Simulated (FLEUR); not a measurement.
## Magnetic state of 2 ML Co on Os(0001), hcp site, 3 substrate layers from several starts

Wanted: the moments of 2 ML Co on Os(0001), hcp site, 3 substrate layers and the energy of each order that was tried.

Calculated with FLEUR MaX-R8.1; PBEsol; all-electron FLAPW film, Dirac cores, scalar-relativistic bands.

Most raw output is cut from this account.

## 1. The starting structure

The cell holds 5 atoms: 3 Os and 2 Co. Cell: a = 2.734 Å, b = 2.734 Å, c = 22.346 Å, α = 90.0°, β = 90.0°, γ = 120.0°. Pseudomorphic film on a typed substrate lattice, hard-sphere layer spacings, unrelaxed. Vacuum lies along c.

Structure file:

```xyz
5
Lattice="2.7341 0.0000 0.0000 -1.3671 2.3678 0.0000 0.0000 0.0000 22.3457" Properties=species:S:1:pos:R:3
Os    0.0000    0.0000    7.0000
Os    1.3671    0.7893    9.1599
Os    0.0000    0.0000   11.3197
Co    1.3671    0.7893   13.4071
Co    0.0000    0.0000   15.3457
```

## 2. Run 1 (ferro ++)

The parallel start comes first: it shows whether parallel moments hold.

inpgen writes inp.xml from crystal.txt; cutoffs, mixing, functional, smearing and local orbitals are then set in the file. The k list default-1 (kpts.xml, not shown) is a Γ-centred 12×12×1 mesh; where the ranks do not divide the number of points, some are split in two of half the weight.

Input file inp.xml:

```
<?xml version="1.0" encoding="UTF-8" standalone="no"?>
<fleurInput fleurInputVersion="0.39">
   <comment>
      Co2Os3
   </comment>
   <calculationSetup>
      <cutoffs Kmax="3.66" Gmax="11.0" GmaxXC="11.0" numbands="0"/>
      <scfLoop itmax="120" minDistance="0.00002" maxIterBroyd="15" imix="Anderson" alpha="0.03" precondParam="0.0" spinf="2.0" sdNocoIR="T"/>
      <coreElectrons ctail="T" frcor="F" kcrel="0" coretail_lmax="0"/>
      <xcFunctional name="PBEs" relativisticCorrections="F"/>
      <magnetism jspins="2"/>
      <soc l_soc="F" theta="0.0" phi="0.0" spav="F"/>
      <expertModes spex="0" secvar="F"/>
      <geometryOptimization l_f="F" forcealpha="1.0" forcemix="BFGS" epsdisp="0.00001" epsforce="0.00001"/>
      <ldaU l_linMix="F" mixParam="0.05" spinf="1.0"/>
   </calculationSetup>
   <cell>
      <bzIntegration valenceElectrons="76.0" mode="hist" fermiSmearingEnergy="0.00183747">
         <kPointListSelection listName="default-1"/>
         <xi:include xmlns:xi="http://www.w3.org/2001/XInclude" href="kpts.xml"> </xi:include>
      </bzIntegration>
      <xi:include xmlns:xi="http://www.w3.org/2001/XInclude" href="sym.xml"> </xi:include>
      <filmLattice scale="1.0" dVac="21.47" dTilda="23.97">
         <bravaisMatrixFilm>
            <row-1>    5.1667001356448914     0.0000000143052268</row-1>
            <row-2>   -2.5833500802096001     4.4744935640505812</row-2>
         </bravaisMatrixFilm>
         <vacuumEnergyParameters vacuum="1" spinUp="-.25" spinDown="-.25"/>
         <vacuumEnergyParameters vacuum="2" spinUp="-.25" spinDown="-.25"/>
      </filmLattice>
   </cell>
   <atomSpecies>
      <species name="Osmium (Os)" element="Os" atomicNumber="76">
         <mtSphere radius="2.45" gridPoints="811" logIncrement="0.016"/>
         <atomicCutoffs lmax="10" lnonsphr="8"/>
         <electronConfig flipSpins="F">
            <coreConfig>(1s1/2) (2s1/2) (2p1/2) (2p3/2) (3s1/2) (3p1/2) (3p3/2) (4s1/2) (3d3/2) (3d5/2) (4p1/2) (4p3/2) (5s1/2) (4d3/2) (4d5/2) (4f5/2) (4f7/2)</coreConfig>
            <valenceConfig>(5p1/2) (5p3/2) (6s1/2) (5d3/2) (5d5/2)</valenceConfig>
            <stateOccupation state="(5d3/2)" spinUp="1.200000" spinDown="1.200000"/>
            <stateOccupation state="(5d5/2)" spinUp="1.800000" spinDown="1.800000"/>
         </electronConfig>
         <energyParameters s="6" p="6" d="5" f="5"/>
         <lo type="SCLO" l="1" n="5" eDeriv="0"/>
      </species>
      <species name="Cobalt (Co2.000" element="Co" atomicNumber="27">
         <mtSphere radius="2.24" gridPoints="741" logIncrement="0.016"/>
         <atomicCutoffs lmax="8" lnonsphr="6"/>
         <electronConfig flipSpins="F">
            <coreConfig>(1s1/2) (2s1/2) (2p1/2) (2p3/2)</coreConfig>
            <valenceConfig>(3s1/2) (3p1/2) (3p3/2) (4s1/2) (3d3/2) (3d5/2)</valenceConfig>
            <stateOccupation state="(3d3/2)" spinUp="1.5" spinDown="1.3"/>
            <stateOccupation state="(3d5/2)" spinUp="3.0" spinDown="1.2"/>
         </electronConfig>
         <energyParameters s="4" p="4" d="3" f="4"/>
         <lo type="SCLO" l="0" n="3" eDeriv="0"/>
         <lo type="SCLO" l="1" n="3" eDeriv="0"/>
      </species>
   </atomSpecies>
   <atomGroups>
      <atomGroup species="Osmium (Os)">
         <filmPos label="                   1">.0000000000 .0000000000 -7.8855605229</filmPos>
         <force calculate="T" relaxXYZ="TTT"/>
      </atomGroup>
      <atomGroup species="Osmium (Os)">
         <filmPos label="                   2">-1.000/3.000 1.000/3.000 -3.8040003756</filmPos>
         <force calculate="T" relaxXYZ="TTT"/>
      </atomGroup>
      <atomGroup species="Osmium (Os)">
         <filmPos label="                   3">.0000000000 .0000000000 .2775175444</filmPos>
         <force calculate="T" relaxXYZ="TTT"/>
      </atomGroup>
      <atomGroup species="Cobalt (Co2.000">
         <filmPos label="                   4">-1.000/3.000 1.000/3.000 4.2220924643</filmPos>
         <force calculate="T" relaxXYZ="TTT"/>
      </atomGroup>
      <atomGroup species="Cobalt (Co2.000">
         <filmPos label="                   5">.0000000000 .0000000000 7.8855605229</filmPos>
         <force calculate="T" relaxXYZ="TTT"/>
      </atomGroup>
   </atomGroups>
   <output dos="F" band="F" slice="F">
      <bandDOS minEnergy="-.5*Htr" maxEnergy="0.5*Htr" sigma="0.015" storeEVData="T"/>
      <plotting iplot="0" polar="F">
         <plot TwoD="T" vec1="  1.0  0.0  0.0" vec2="  0.0  1.0  0.0" vec3="  0.0  0.0  1.0" zero="  0.0  0.0 -0.5" file="plot"/>
      </plotting>
      <moessbauerParams electricFieldGradient="F" isomerShift="F" coreHyperfine="F" valenceHyperfine="F"/>
   </output>
</fleurInput>
```

Input file crystal.txt:

```
Co2Os3
&input film=T cartesian=F /
2.73409996739  0.00000000757  0.00000000000
-1.36704999025  2.36780002446  0.00000000000
0.00000000000  0.00000000000  1.00000000000
1.8897261246
1.0 1.0 1.0

5
76 0.00000000000  0.00000000000  -7.88556052292
76 0.66666666667  0.33333333333  -3.80400037563
76 0.00000000000  0.00000000000  0.27751754439
27 0.66666666667  0.33333333333  4.22209246434 : 2.000
27 0.00000000000  0.00000000000  7.88556052292 : 2.000

&kpt div1=12 div2=12 div3=1 gamma=T /
```

The run is started by

```console
$ OMP_NUM_THREADS=1 inpgen -f crystal.txt > inpgen.log  # inp.xml is then edited as shown
$ OMP_NUM_THREADS=1 mpirun -n 4 fleur_MPI > fleur.log
```

Elapsed: 3.7 min, on 4 MPI ranks of Arm Neoverse V1, shared host; peak memory 0.52 GiB.

Spin moment in the muffin-tin sphere by atom:

```csv
atom,spin moment in the muffin-tin sphere (μB)
Os1,0.04
Os2,-0.01
Os3,0.00
Co4,1.61
Co5,1.92
```

This step gave:

| Quantity | Value |
| --- | --- |
| free energy | -1486164.8737 eV |
| program's band gap on this mesh (in a metal only a level spacing) | 0.001210 eV |
| magnetization | 3.407 μB |
| final state | ferromagnetic |

After 60 cycles the largest moment stands at 1.92 μB.

## 3. Run 2 (antiferro +-)

Another pattern of signs weighs the neighbour shells otherwise.

Edit inp.xml of step 2 so:

```diff
@@ -57,2 +57,15 @@
       </species>
+      <species name="Cobalt (Co-2.000" element="Co" atomicNumber="27">
+         <mtSphere radius="2.24" gridPoints="741" logIncrement="0.016"/>
+         <atomicCutoffs lmax="8" lnonsphr="6"/>
+         <electronConfig flipSpins="F">
+            <coreConfig>(1s1/2) (2s1/2) (2p1/2) (2p3/2)</coreConfig>
+            <valenceConfig>(3s1/2) (3p1/2) (3p3/2) (4s1/2) (3d3/2) (3d5/2)</valenceConfig>
+            <stateOccupation state="(3d3/2)" spinUp="1.3" spinDown="1.5"/>
+            <stateOccupation state="(3d5/2)" spinUp="1.2" spinDown="3.0"/>
+         </electronConfig>
+         <energyParameters s="4" p="4" d="3" f="4"/>
+         <lo type="SCLO" l="0" n="3" eDeriv="0"/>
+         <lo type="SCLO" l="1" n="3" eDeriv="0"/>
+      </species>
    </atomSpecies>
@@ -75,3 +88,3 @@
       </atomGroup>
-      <atomGroup species="Cobalt (Co2.000">
+      <atomGroup species="Cobalt (Co-2.000">
          <filmPos label="                   5">.0000000000 .0000000000 7.8855605229</filmPos>
```

Edit crystal.txt of step 2 so:

```diff
@@ -13,3 +13,3 @@
 27 0.66666666667  0.33333333333  4.22209246434 : 2.000
-27 0.00000000000  0.00000000000  7.88556052292 : 2.000
+27 0.00000000000  0.00000000000  7.88556052292 : -2.000
```

Wall time 7.3 min (4 MPI ranks); peak memory 0.52 GiB.

The run stopped without converging, so none of its numbers is a property of the system.

After 120 cycles the density distance stands at 1.2 me/bohr³, above the threshold of 2e-05.

## 4. Run 3 (no spin polarisation)

Without spin polarisation no moment can form, so the difference from the other runs is what forming moments gains.

Edit inp.xml of step 3 so:

```diff
@@ -10,3 +10,3 @@
       <xcFunctional name="PBEs" relativisticCorrections="F"/>
-      <magnetism jspins="2"/>
+      <magnetism jspins="1"/>
       <soc l_soc="F" theta="0.0" phi="0.0" spav="F"/>
@@ -44,3 +44,3 @@
       </species>
-      <species name="Cobalt (Co2.000" element="Co" atomicNumber="27">
+      <species name="Cobalt (Co)" element="Co" atomicNumber="27">
          <mtSphere radius="2.24" gridPoints="741" logIncrement="0.016"/>
@@ -50,17 +50,4 @@
             <valenceConfig>(3s1/2) (3p1/2) (3p3/2) (4s1/2) (3d3/2) (3d5/2)</valenceConfig>
-            <stateOccupation state="(3d3/2)" spinUp="1.5" spinDown="1.3"/>
-            <stateOccupation state="(3d5/2)" spinUp="3.0" spinDown="1.2"/>
-         </electronConfig>
-         <energyParameters s="4" p="4" d="3" f="4"/>
-         <lo type="SCLO" l="0" n="3" eDeriv="0"/>
-         <lo type="SCLO" l="1" n="3" eDeriv="0"/>
-      </species>
-      <species name="Cobalt (Co-2.000" element="Co" atomicNumber="27">
-         <mtSphere radius="2.24" gridPoints="741" logIncrement="0.016"/>
-         <atomicCutoffs lmax="8" lnonsphr="6"/>
-         <electronConfig flipSpins="F">
-            <coreConfig>(1s1/2) (2s1/2) (2p1/2) (2p3/2)</coreConfig>
-            <valenceConfig>(3s1/2) (3p1/2) (3p3/2) (4s1/2) (3d3/2) (3d5/2)</valenceConfig>
-            <stateOccupation state="(3d3/2)" spinUp="1.3" spinDown="1.5"/>
-            <stateOccupation state="(3d5/2)" spinUp="1.2" spinDown="3.0"/>
+            <stateOccupation state="(3d3/2)" spinUp="1.400000" spinDown="1.400000"/>
+            <stateOccupation state="(3d5/2)" spinUp="2.100000" spinDown="2.100000"/>
          </electronConfig>
@@ -84,3 +71,3 @@
       </atomGroup>
-      <atomGroup species="Cobalt (Co2.000">
+      <atomGroup species="Cobalt (Co)">
          <filmPos label="                   4">-1.000/3.000 1.000/3.000 4.2220924643</filmPos>
@@ -88,3 +75,3 @@
       </atomGroup>
-      <atomGroup species="Cobalt (Co-2.000">
+      <atomGroup species="Cobalt (Co)">
          <filmPos label="                   5">.0000000000 .0000000000 7.8855605229</filmPos>
```

Edit crystal.txt of step 3 so:

```diff
@@ -12,4 +12,4 @@
 76 0.00000000000  0.00000000000  0.27751754439
-27 0.66666666667  0.33333333333  4.22209246434 : 2.000
-27 0.00000000000  0.00000000000  7.88556052292 : -2.000
+27 0.66666666667  0.33333333333  4.22209246434
+27 0.00000000000  0.00000000000  7.88556052292
```

Run time: 1.9 min. Hardware: 4 MPI ranks; peak memory 0.39 GiB.

Read from the output:

- free energy: -1486164.1941 eV
- program's band gap on this mesh (in a metal only a level spacing): 7.73e-4 eV
- final state: non-magnetic (no spin polarisation)

It lies 340 meV a seeded atom over the first start.

## 5. An attempt with other settings

An input with a fault is tried, to see how the program answers.

Edit inp.xml of step 2 so:

```diff
@@ -7,3 +7,3 @@
       <cutoffs Kmax="3.66" Gmax="11.0" GmaxXC="11.0" numbands="0"/>
-      <scfLoop itmax="120" minDistance="0.00002" maxIterBroyd="15" imix="Anderson" alpha="0.03" precondParam="0.0" spinf="2.0" sdNocoIR="T"/>
+      <scfLoop itmax="100" minDistance="0.00002" maxIterBroyd="15" imix="Anderson" alpha="0.03" precondParam="0.0" spinf="2.0" sdNocoIR="T"/>
       <coreElectrons ctail="T" frcor="F" kcrel="0" coretail_lmax="0"/>
@@ -11,3 +11,3 @@
       <magnetism jspins="2"/>
-      <soc l_soc="F" theta="0.0" phi="0.0" spav="F"/>
+      <soc l_soc="T" theta="0.37" phi="0.11" spav="F"/>
       <expertModes spex="0" secvar="F"/>
```

crystal.txt is that of step 2.

The job ended after 2.5 s (4 MPI ranks; peak memory 0.16 GiB).

The run ended with an error.

The program's message: “Symmetry operations incompatible with spin quantization axis are present.”

The fault in the input: spin-orbit coupling along an axis that the symmetry forbids.

The symmetry operations must keep the spin axis; inpgen finds them when the axis is given by &soc.

## 6. The states side by side

Free energies are divided by the number of seeded atoms.

Orders:

| start | final state | typed order kept | energy over the lowest (meV a seeded atom) | largest sphere moment (μB) | net moment (μB a primitive cell) | mesh matched | CPU time (s) |
| --- | --- | --- | --- | --- | --- | --- | --- |
| ferro ++ | ferromagnetic | yes | 0 | 1.916 | 3.407 | yes | 886 |
| no spin polarisation | non-magnetic | - | 339.8 | 0 | 0 | yes | 453.4 |

## 7. Spin–orbit coupling, moments along z

Spin–orbit coupling ties the spins to the lattice and lets orbital moments form.

A new self-consistent run of the start ferro ++, with the moments along z.

Edit inp.xml of step 2 so:

```diff
@@ -6,3 +6,3 @@
    <calculationSetup>
-      <cutoffs Kmax="3.66" Gmax="11.0" GmaxXC="11.0" numbands="0"/>
+      <cutoffs Kmax="3.66" Gmax="11.0" GmaxXC="11.0" numbands="176"/>
       <scfLoop itmax="120" minDistance="0.00002" maxIterBroyd="15" imix="Anderson" alpha="0.03" precondParam="0.0" spinf="2.0" sdNocoIR="T"/>
@@ -11,3 +11,3 @@
       <magnetism jspins="2"/>
-      <soc l_soc="F" theta="0.0" phi="0.0" spav="F"/>
+      <soc l_soc="T" theta="0.0" phi="0.0" spav="F"/>
       <expertModes spex="0" secvar="F"/>
```

Edit crystal.txt of step 2 so:

```diff
@@ -15,2 +15,3 @@
 
+&soc 0.0000000 0.0000000 /
 &kpt div1=12 div2=12 div3=1 gamma=T /
```

Run time: 18 min. Hardware: 4 MPI ranks; peak memory 0.9 GiB.

Spin moment in the muffin-tin sphere by atom:

| atom | spin moment in the muffin-tin sphere (μB) |
| --- | --- |
| Os1 | 0.04 |
| Os2 | -0.01 |
| Os3 | 0.01 |
| Co4 | 1.61 |
| Co5 | 1.92 |

Read from the output:

```yaml
free_energy: -1486168.0205 eV
program_s_band_gap_on_this_mesh_in_a_metal_only_a_level_spacing: 0.007232 eV
magnetization: 3.426 μB
final_state: ferromagnetic
orbital_moment_along_the_spin: 0.1332 μB
```

Orbital moment in the sphere, along the spin axis by atom:

| atom | orbital moment in the sphere, along the spin axis (μB) |
| --- | --- |
| Os1 | 0.009 |
| Os2 | 0.007 |
| Os3 | -0.003 |
| Co4 | 0.088 |
| Co5 | 0.133 |

## 8. Summary of results

```json
{"lower run": "with moments", "largest site spin moment": "1.92 μB", "next finished state": "non-magnetic, 340 meV a seeded atom higher", "energy gained by spin polarisation": "340 meV a seeded atom", "orbital moment on the atom of largest spin, along its spin (spin–orbit run)": "0.133 μB"}
```

In words: No opposed order could be compared. The parallel start holds moments up to 1.92 μB. 1 start gave no converged result and is missing from the ranking; where cut off, the energy had nearly settled 194 meV a seeded atom over the lowest. The orbital moment is parallel to the spin, as Hund's third rule has it for a shell over half filled. No antiferromagnetic order was obtained, so the session says nothing on how the moments order. A substrate of 3 unrelaxed layers is a model; thickness and relaxation can move these numbers.

[Logs and program files are shortened in this print: banners, set-up blocks, solver, clock and traceback lines can be left out without a mark of their own.]

[Logs are printed without paths, hosts, clocks, repeated set-up lines and the standing remarks that a program may print on its own settings, such as how far it seeks lower states.]

[Hosts, paths, dates, database ids (printed as entryN), source tags and the programs' standing remarks are cut or masked in the printed files.]

[Where a cell is said to come from a database of computed structures, the database is the Materials Project.]
